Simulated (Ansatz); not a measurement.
# AlRu3 (model structure): optical spectrum from first principles, part 2 of 2

Aim: the dielectric function of AlRu3 (model structure), and the optical constants that follow from it. The cell was made here by substitution or stacking, whether or not such a phase is known. It was built so: All Fe replaced by Ru in the Fm-3m structure of AlFe3.

Ansatz 0.2.0; DFT, PBE, plane-wave PAW, default files, scalar-relativistic, independent-particle optical response without local fields.

So far: Set-up; Relaxation. The relaxed cell has a = 6.071 Å (conventional setting).

### Step 3. Ground state and bands

The self-consistent density comes first; it also tells whether there is a gap, which decides the occupations and the need for a Drude term.

This step: DFT, PBE, plane-wave PAW, default files, scalar-relativistic, ground state (Ansatz 0.2.0).

input.yaml

```yaml
crystal:
  lattice:
    - [0.0, 3.0354968995, 3.0354968995]
    - [3.0354968995, 0.0, 3.0354968995]
    - [3.0354968995, 3.0354968995, 0.0]
  atoms:
    - { symbol: Ru, position: [0.75, 0.75, 0.75] }
    - { symbol: Ru, position: [0.25, 0.25, 0.25] }
    - { symbol: Ru, position: [0.5, 0.5, 0.5] }
    - { symbol: Al, position: [0.0, 0.0, 0.0] }
kpoints:
  mp_grid: { grid: [6, 6, 6] }
  band_path:
    path:
      - [[0.0, 0.0, 0.0], [0.5, 0.0, 0.5], [0.5, 0.25, 0.75], [0.375, 0.375, 0.75], [0.0, 0.0, 0.0], [0.5, 0.5, 0.5], [0.625, 0.25, 0.625], [0.5, 0.25, 0.75], [0.5, 0.5, 0.5], [0.375, 0.375, 0.75]]
      - [[0.625, 0.25, 0.625], [0.5, 0.0, 0.5]]
    npoints: 7
scf:
  occupations: { method: fermi_dirac, width: 0.05 }
  n_extra_bands: 8
hamiltonian:
  xc: pbe
  pseudopotentials: { kind: paw }
output:
  forces: true
  stress: true
  populations: true
  write_bands: true
  write_density: true
  write_potential: true
  elf: true
  volumetric_format: npy
```

Launch:

```console
ansatz run input.yaml --threads 2 --pin off --max-ram 5120MiB --backend cpu --events-out ev --progress --plain --runs-dir out
```

Numbers of over 12 decimals in the logs are rounded to 6 here.

Output:

```text
[...]
Crystal: 4 atoms, lattice volume = 55.940 Å³
Basis set: ecut = 420 eV, 1067 PW (Γ), exchange–correlation on 60×60×60 points (8 copies of the dense FFT grid, shifted against one another)
Bands: 34, of which v1, the nominal top of the filled ones, is band 26 counted from 1 (25 counted from 0)
Symmetry: 48 space group operations
[...]
k-points: 16 of 216
[...]
SCF iter   1: F=—  HF=-18173.670018 eV  |F-HF|=—  |Δ(HF+E_count)|=         —  Δρ=6.97e-3  dr2=1.57e-2  ethr=1.77e-3  ⟨swp⟩=5.3  Hψ=1958  notcnv=0  defer=9
[...]
SCF iter   6: F=-18173.670974 eV  HF=-18173.670974 eV  |F-HF|=2.06e-8  |Δ(HF+E_count)|=   1.83e-7  Δρ=6.74e-6  dr2=2.97e-8  ethr=1.96e-10  ⟨swp⟩=10.4  Hψ=3254  notcnv=0
SCF 1 converged in 6 iterations: F = -18173.670974 eV  dr2 = 2.97e-8
[...]
NSCF: frozen V_eff on 72 k-points
SCF converged after 6 iterations
Free energy (F): -18173.670974 eV
[...]
Internal energy: -18173.627748 eV  (E = F + TS)
E sigma→0 (E₀):  -18173.649361 eV
Entropy (-TS):   -0.043226 eV (-10.807 meV/atom)
Fermi energy:    19.359528 eV
[...]
--- Stress (GPa, compression-positive) ---
        0.023653      -0.000000       0.000000
       -0.000000       0.023653       0.000000
        0.000000       0.000000       0.023653
  P = ⅓ Tr σ = 0.0237 GPa (0.237 kbar)
--- Band table (eV; the first three rows and the last of 16) ---
  k-point 0: bands = [... 22 lower, 19.1971, 19.1971, 19.5049, 19.5049, 19.9643, 19.9643, 24.2993, 25.4620, ... 4 higher]
  k-point 1: bands = [... 22 lower, 18.7064, 18.7064, 19.4385, 19.4385, 20.0283, 20.0283, 24.2465, 24.6598, ... 4 higher]
  k-point 2: bands = [... 22 lower, 17.8164, 17.9508, 19.3759, 19.3759, 19.8492, 19.8492, 21.5070, 24.9439, ... 4 higher]
  k-point 15: bands = [... 22 lower, 18.1772, 18.3741, 18.8006, 19.1947, 19.4646, 19.6746, 20.6060, 20.6437, ... 4 higher]
--- Löwdin populations: 4 sites ---
  site symbol       q [e]
     0     Ru     15.8948
     1     Ru     15.8948
     2     Ru     15.6660
     3     Al      3.2668
  spilling = 0.005444 (of n_electrons = 51.000000)
```

Wall time 2 s (2 threads of Arm Neoverse V2, shared host); peak memory 0.33 GiB; 3.7 s of CPU time.

In the SCF lines HF is the Harris–Foulkes energy and dr2 the Hartree energy of the density residual, in eV; the loop may stop once dr2 is under the threshold and the program's other checks hold. Hψ counts applications of the Hamiltonian.

This step gave:

| Item | Value |
| --- | --- |
| free energy | -18173.6710 eV |
| Fermi energy | 19.36 eV |
| electrons | 51 |
| symmetry operations | 48 |
| pressure | 0.02365 GPa |
| volume | 55.94 Å³ |
| gap on the path | 0 eV |

There are states at the Fermi level within the smearing, so the occupations stay smeared and the carriers get a Drude term. The cell is left with a pressure of 0.0 GPa after its relaxation.

The electronic bands at the labelled points (eV, zero at the Fermi level; # counts the bands kept):

```
          point    #11    #12    #13    #14   #15   #16   #17   #18
              Γ  -0.16  -0.16   0.14   0.14  0.60  0.60  4.94  6.10
0.43 of the way  -1.10  -0.93  -0.51   0.26  0.57  0.62  4.00  4.56
              X  -0.56  -0.31  -0.31  -0.21  0.06  0.52  0.68  0.68
0.43 of the way  -1.26  -0.92  -0.48  -0.20  0.11  0.51  1.02  1.05
              W  -1.35  -0.88  -0.49   0.02  0.02  0.07  1.38  1.45
0.43 of the way  -1.37  -1.10  -0.61  -0.17  0.26  0.30  1.21  1.60
              K  -1.62  -1.40  -0.73  -0.44  0.46  0.75  0.89  1.66
0.43 of the way  -1.58  -1.24  -0.35   0.01  0.38  0.87  3.03  3.18
              Γ  -0.16  -0.16   0.14   0.14  0.60  0.60  4.94  6.10
0.43 of the way  -0.90  -0.90   0.06   0.06  0.65  0.65  4.07  5.37
              L  -2.01  -1.59  -0.01  -0.01  0.30  0.30  0.96  5.61
0.57 of the way  -1.98  -1.39  -0.32  -0.31  0.43  0.52  0.93  3.01
              U  -1.62  -1.40  -0.73  -0.44  0.46  0.75  0.89  1.66
0.43 of the way  -1.38  -1.23  -0.66  -0.26  0.34  0.43  1.13  1.63
              W  -1.35  -0.88  -0.49   0.02  0.02  0.07  1.38  1.45
0.43 of the way  -2.09  -1.29  -0.39  -0.25  0.36  0.45  1.06  2.79
              L  -2.01  -1.59  -0.01  -0.01  0.30  0.30  0.96  5.61
0.57 of the way  -1.98  -1.39  -0.32  -0.31  0.43  0.52  0.93  3.01
              K  -1.62  -1.40  -0.73  -0.44  0.46  0.75  0.89  1.66
      jump to U  -1.62  -1.40  -0.73  -0.44  0.46  0.75  0.89  1.66
0.43 of the way  -0.96  -0.93  -0.80  -0.22  0.14  0.71  0.84  1.21
              X  -0.56  -0.31  -0.31  -0.21  0.06  0.52  0.68  0.68
```

Valence density in the ac plane of the conventional cell at fractional y = 0.000, with atoms of Ru and Al within 0.2 Å of it. It is the smooth field of the valence electrons, not physical close to the nuclei.

Ten steps, logarithmic in the rise over the least value, from '0' (0.07 × 1e0 e/Å³) to '9' (9.81 × 1e0 e/Å³), each cell a mean:
```
00122368997422210
11222246875322221
22222223443222222
22222222222222222
22222222222222222
43222222222222234
86422221112222357
98632210001222479
99632210001222489
98522221001222368
65322222112222246
32222222222222223
22222222222222222
22222222332222222
12222235664222221
01222258986322210
00122369998422210
```

ELF in the ac plane of the conventional cell at fractional y = 0.000, with atoms of Ru and Al within 0.2 Å of it. It is the smooth field of the valence electrons, not physical close to the nuclei.

Values, 9 rows by 16 columns, each cell a mean:
```
0.10 0.21 0.43 0.42 0.30 0.27 0.47 0.58 0.58 0.56 0.33 0.26 0.37 0.45 0.32 0.12
0.41 0.44 0.42 0.36 0.34 0.31 0.27 0.29 0.31 0.27 0.29 0.33 0.35 0.40 0.44 0.43
0.27 0.28 0.32 0.33 0.34 0.37 0.41 0.40 0.40 0.41 0.39 0.35 0.34 0.33 0.30 0.27
0.58 0.47 0.29 0.28 0.37 0.46 0.40 0.21 0.17 0.30 0.45 0.41 0.32 0.26 0.38 0.56
0.44 0.63 0.42 0.25 0.36 0.44 0.21 0.06 0.09 0.09 0.38 0.42 0.28 0.30 0.58 0.55
0.51 0.37 0.26 0.30 0.37 0.44 0.44 0.31 0.28 0.39 0.47 0.40 0.33 0.27 0.31 0.46
0.30 0.32 0.34 0.34 0.33 0.35 0.37 0.35 0.35 0.36 0.36 0.34 0.33 0.34 0.33 0.30
0.37 0.44 0.45 0.38 0.34 0.29 0.27 0.36 0.40 0.31 0.27 0.32 0.36 0.42 0.46 0.40
0.08 0.13 0.40 0.42 0.29 0.28 0.54 0.58 0.50 0.60 0.39 0.26 0.36 0.45 0.25 0.07
```

### Step 4. Spectrum

With the density converged, the vertical transitions are summed over the zone.

This step: DFT, PBE, plane-wave PAW, default files, scalar-relativistic, independent-particle optical response without local fields (Ansatz 0.2.0).

input.yaml, the sections that differ from step 3:

```yaml
kpoints:
  mp_grid: { grid: [8, 8, 8] }
scf:
  occupations: { method: fermi_dirac, width: 0.1 }
output:
  optics:
    e_range: [0, 30]
    de: 0.05
    sigma: 0.15
    drude_damping: 0.03
    nscf_kmesh: { grid: [11, 11, 11] }
    bands: auto
# crystal, hamiltonian: as in step 3
```

Output:

```text
[...]
Crystal: 4 atoms, lattice volume = 55.940 Å³
Basis set: ecut = 420 eV, 1067 PW (Γ)
Bands: 31, of which v1, the nominal top of the filled ones, is band 26 counted from 1 (25 counted from 0)
Symmetry: 48 space group operations
[...]
k-points: 29 of 512
[...]
SCF iter   1: F=—  HF=-18173.748687 eV  |F-HF|=—  |Δ(HF+E_count)|=         —  Δρ=6.36e-3  dr2=1.49e-2  ethr=1.77e-3  ⟨swp⟩=5.1  Hψ=3136  notcnv=0
[...]
SCF iter   9: F=-18173.749753 eV  HF=-18173.749753 eV  |F-HF|=0.00e0  |Δ(HF+E_count)|=  3.64e-12  Δρ=4.33e-8  dr2=5.68e-13  ethr=1.00e-12  ⟨swp⟩=2.1  Hψ=1773  notcnv=0
SCF 1 converged in 9 iterations: F = -18173.749753 eV  dr2 = 5.68e-13
[...]
output.optics: what the bands over the 114 summed would add to eps1, eps2 and the energy-loss function is held between a lower and an upper bound (4 Lanczos steps). eps1, eps2 and their loss function (loss_summed_bands) are given on every row as the summed bands alone make them. Along an axis, on a row where the two bounds hold the loss function to about 1 % of the greater of itself and 0.5 % of |1/eps|, its cell (loss_completed) is given, with the completed eps1 and eps2 that it is formed of (a cell that is left empty reads nan in the table and null in the record). The two bounds hold it so along every axis on all 600 rows up to 30.000 eV. [rest of the remark cut]
SCF converged after 9 iterations
Free energy (F): -18173.749753 eV
[...]
Internal energy: -18173.574200 eV  (E = F + TS)
E sigma→0 (E₀):  -18173.661977 eV
Entropy (-TS):   -0.175554 eV (-43.888 meV/atom)
Fermi energy:    19.354545 eV
[...]
--- Band table (eV; the first three rows and the last of 29) ---
  k-point 0: bands = [... 22 lower, 19.2006, 19.2006, 19.5102, 19.5102, 19.9694, 19.9694, 24.2990, 25.4626, ... 1 higher]
  k-point 1: bands = [... 22 lower, 18.9025, 18.9025, 19.4661, 19.4661, 20.0273, 20.0273, 24.4031, 25.1574, ... 1 higher]
  k-point 2: bands = [... 22 lower, 18.2657, 18.2657, 19.4053, 19.4053, 19.9798, 19.9798, 22.8076, 24.8200, ... 1 higher]
  k-point 28: bands = [... 22 lower, 18.0154, 18.4866, 18.8716, 19.3855, 19.3855, 19.4287, 20.7485, 20.8108, ... 1 higher]
```

It took 80 s on 2 threads; peak memory 1.2 GiB.

Read-outs, printed or worked out from the files:

| Property | Result |
| --- | --- |
| main peak of the optical conductivity above 1 eV, first axis | 2.482 eV |
| Drude plasma energy, first axis | 3.164 eV |
| bands summed | 114 |
| spectra valid up to | 61.4285 eV |
| program's estimate of the k-sum error in Im epsilon | 0.15 % |
| electrons in the f-sum | 43.44 |

The Im ε, any direction has structure finer than the step of the table below, so its rows give means over 1 eV, whole bins alone (the curve runs from 0.3 to 30 eV). Peaks (eV: height): 1.4: 66.3, 2.5: 47.4.

Table of Im ε, any direction by photon energy; means over each step:

```
photon energy (eV)  Im ε, any direction
                 1                 52.0
                 2                 45.1
                 3                 25.4
                 4                 10.9
                 5                 6.66
                 6                 5.71
                 7                 4.13
                 8                 4.47
                 9                 4.64
                10                 3.77
                11                 4.36
                12                 3.34
                13                 2.66
                14                 2.12
                15                 1.79
                16                 1.76
                17                 1.62
                18                 1.46
                19                 1.53
                20                 1.25
                21                 1.34
                22                 1.16
                23                 1.17
                24                0.945
                25                0.906
                26                0.795
                27                0.636
                28                0.536
                29                0.588
```

The Re ε, any direction by photon energy:

```
photon energy (eV)  Re ε, any direction
                 1                 36.9
                 2                 1.15
                 3                -16.8
                 4                -8.13
                 5                -4.96
                 6                -3.54
                 7               -0.509
                 8               -0.309
                 9                -1.03
                10                0.287
                11               -0.868
                12                -1.08
                13                -1.16
                14                -1.08
                15               -0.240
                16               -0.274
                17               -0.211
                18               0.0351
                19               0.0246
                20               -0.105
                21                0.313
                22               0.0469
                23               0.0827
                24              -0.0182
                25                0.224
                26               0.0418
                27                0.191
                28                0.333
                29                0.405
                30                0.534
```

The reflectivity at normal incidence, any direction has structure finer than the step of the table below, so its rows give means over 1 eV, whole bins alone (the curve runs from 0.3 to 30 eV). Peaks (eV: height): 2.7: 72.0, 11.4: 36.6, 21.3: 20.3.

Table of reflectivity at normal incidence, any direction by photon energy; means over each step:

```
photon energy (eV)  reflectivity at normal incidence, any direction (%)
                 1                                                 64.6
                 2                                                 65.4
                 3                                                 71.2
                 4                                                 62.6
                 5                                                 54.5
                 6                                                 47.9
                 7                                                 34.2
                 8                                                 30.4
                 9                                                 34.2
                10                                                 26.9
                11                                                 34.0
                12                                                 34.7
                13                                                 34.1
                14                                                 33.2
                15                                                 25.0
                16                                                 23.8
                17                                                 20.9
                18                                                 19.1
                19                                                 18.6
                20                                                 18.9
                21                                                 15.7
                22                                                 16.3
                23                                                 16.1
                24                                                 17.2
                25                                                 12.9
                26                                                 15.5
                27                                                 12.0
                28                                                 8.28
                29                                                 6.67
```

The loss function −Im 1/ε at q → 0, any direction has structure finer than the step of the table below, so its rows give means over 1 eV, whole bins alone (the curve runs from 0.3 to 30 eV). Peaks (eV: height): 20.4: 0.911, 24.4: 1.20, 27.7: 1.56.

Table of loss function −Im 1/ε at q → 0, any direction by energy loss; means over each step:

energy loss (eV), loss function −Im 1/ε at q → 0, any direction and a bar:
```
        1       0.02 
        2       0.02 
        3       0.03 
        4       0.06 #
        5       0.11 ##
        6       0.14 ###
        7       0.23 ####
        8       0.22 ####
        9       0.21 ####
       10       0.27 #####
       11       0.22 ####
       12       0.27 #####
       13       0.33 #######
       14       0.40 ########
       15       0.53 ###########
       16       0.55 ###########
       17       0.61 #############
       18       0.68 ##############
       19       0.65 #############
       20       0.80 #################
       21       0.73 ###############
       22       0.86 ##################
       23       0.85 ##################
       24       1.06 ######################
       25       1.06 ######################
       26       1.26 ##########################
       27       1.44 ##############################
       28       1.35 ############################
       29       1.14 ########################
```

Table of refractive index n and extinction k by photon energy:

```
photon energy (eV)      n      k
                 1   6.81   3.07
                 2   4.39   4.26
                 3   2.46   4.78
                 4   1.57   3.26
                 5   1.21   2.54
                 6   1.25   2.26
                 7   1.28   1.46
                 8   1.39   1.50
                 9   1.39   1.72
                10   1.35   1.24
                11   1.30   1.60
                12   1.12   1.52
                13  0.943   1.43
                14  0.790   1.30
                15  0.899   1.02
                16  0.888   1.03
                17  0.823  0.943
                18  0.830  0.809
                19  0.893  0.879
                20  0.760  0.826
                21  0.981  0.806
                22  0.769  0.738
                23  0.791  0.737
                24  0.680  0.694
                25  0.765  0.601
                26  0.636  0.603
                27  0.654  0.487
                28  0.689  0.376
                29  0.748  0.394
                30  0.808  0.344
```

At chosen wavelengths:

```
wavelength (nm)     n      k  R (%)     1/α
           1550  5.70  3.337   59.3   37 nm
           1064  7.25  3.827   64.9   22 nm
            800  5.79  5.364   69.1   12 nm
            532  4.89  4.546   64.7  9.3 nm
            365  1.77  3.971   69.8  7.3 nm
            248  1.21  2.537   57.2  7.8 nm
            193  1.15  1.917   44.6  8.0 nm
```

A polished face would reflect 64 % of daylight and look faintly blue (CIE x = 0.301, y = 0.315 under D65).

### Step 5. Summary of results

| Quantity | Value |
| --- | --- |
| gap on the path | 0 eV |
| main peak of the optical conductivity above 1 eV, first axis | 2.48 eV |
| Drude plasma energy, first axis | 3.16 eV |

At this level (PBE, independent particles) AlRu3 is a metal with a Drude plasma energy of 3.2 eV; it reflects 63 % at 550 nm. The cell shrank by 6.0 % in volume. Along x the bare Drude plasma energy is 3.2 eV; Re ε first rises through zero at 0.60 eV, far lower, because interband transitions screen the carriers. Im ε is 53 there, so the loss peak at that energy is weak. A polished face would reflect 64 % of daylight and look faintly blue (CIE x = 0.301, y = 0.315 under D65). In the base run ε includes the program's bounded estimate of what the bands above those summed add. The carriers' damping of 0.03 eV is typed, not computed; at 0.8 eV the carriers give 2 % of Im ε along the first axis; the rest comes from the sum over bands, which at low energy also holds close bands and the noise of the mesh. The Fermi-Dirac width of 0.1 eV acts as an electron temperature of 1200 K in the carriers' term.

[Logs are printed without paths, hosts, clocks, repeated set-up lines and the standing remarks that a program may print on its own settings, such as how far it seeks lower states.]

[Hosts, paths, dates, database ids (printed as entryN), source tags and the programs' standing remarks are cut or masked in the printed files.]
